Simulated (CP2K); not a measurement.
Carbon suboxide has these distinct C atoms: C2 (bonded to C and O) and C3 (bonded to 2 C).

```xyz
5

O    -2.1796   -0.2218    1.1129
C    -1.1353   -0.1164    0.5804
C     0.0000    0.0000    0.0000
C     1.1353    0.1164   -0.5804
O     2.1796    0.2218   -1.1129
```

Their partial C K spectra (CP2K XAS_TDP, all-electron GAPW, PBEh(45%), aug-cc-pVTZ, TDA, GW2X-corrected core level, no relativity) are given in random order, each times the number of alike atoms.

Gaussian full width 0.5 eV, oscillator strength per eV, alike atoms added, rows of zeros left out:

| E (eV) | curve 1 | curve 2 |
| --- | --- | --- |
| 287.00 | 0.016 | 0.000 |
| 287.25 | 0.174 | 0.000 |
| 287.50 | 0.472 | 0.000 |
| 287.75 | 0.324 | 0.000 |
| 288.00 | 0.056 | 0.000 |
| 288.25 | 0.002 | 0.000 |
| 289.00 | 0.000 | 0.001 |
| 289.25 | 0.000 | 0.017 |
| 289.50 | 0.000 | 0.111 |
| 289.75 | 0.000 | 0.191 |
| 290.00 | 0.000 | 0.089 |
| 290.25 | 0.000 | 0.037 |
| 290.50 | 0.000 | 0.059 |
| 290.75 | 0.000 | 0.032 |
| 291.00 | 0.000 | 0.005 |
| 291.50 | 0.000 | 0.003 |
| 291.75 | 0.000 | 0.016 |
| 292.00 | 0.001 | 0.019 |
| 292.25 | 0.003 | 0.006 |
| 292.50 | 0.003 | 0.002 |
| 292.75 | 0.001 | 0.005 |
| 293.00 | 0.000 | 0.003 |
| 293.25 | 0.000 | 0.001 |
| 293.75 | 0.005 | 0.000 |
| 294.00 | 0.020 | 0.002 |
| 294.25 | 0.024 | 0.007 |
| 294.50 | 0.015 | 0.007 |
| 294.75 | 0.012 | 0.002 |
| 295.00 | 0.024 | 0.001 |
| 295.25 | 0.086 | 0.009 |
| 295.50 | 0.110 | 0.037 |
| 295.75 | 0.064 | 0.039 |
| 296.00 | 0.019 | 0.011 |
| 296.25 | 0.009 | 0.003 |
| 296.50 | 0.015 | 0.005 |

Question: Which curve belongs to which atom?

Curve 1: C2 (bonded to C and O), leading line at 287.56 eV (f = 0.131 an atom), ionisation energy 295.08 eV, term value 7.52 eV. Curve 2: C3 (bonded to 2 C), leading line at 289.71 eV (f = 0.094 an atom), ionisation energy 290.98 eV, term value 1.27 eV. The leading line of an atom is its first one with 35 % of the strongest within 2.5 eV of its lowest line over the strength cut. A line lies at the core ionisation energy, which rises as an atom loses charge to its neighbours or to a π system, less the term value, which is large for a low π* or σ* orbital with weight on that atom.

[Banner, clock and machine lines of the logs are left out without a mark of their own.]

[Logs are printed without paths, hosts, clocks, repeated set-up lines and the standing remarks that a program may print on its own settings, such as how far it seeks lower states.]

[Hosts, paths, dates, database ids (printed as entryN), source tags and the programs' standing remarks are cut or masked in the printed files.]
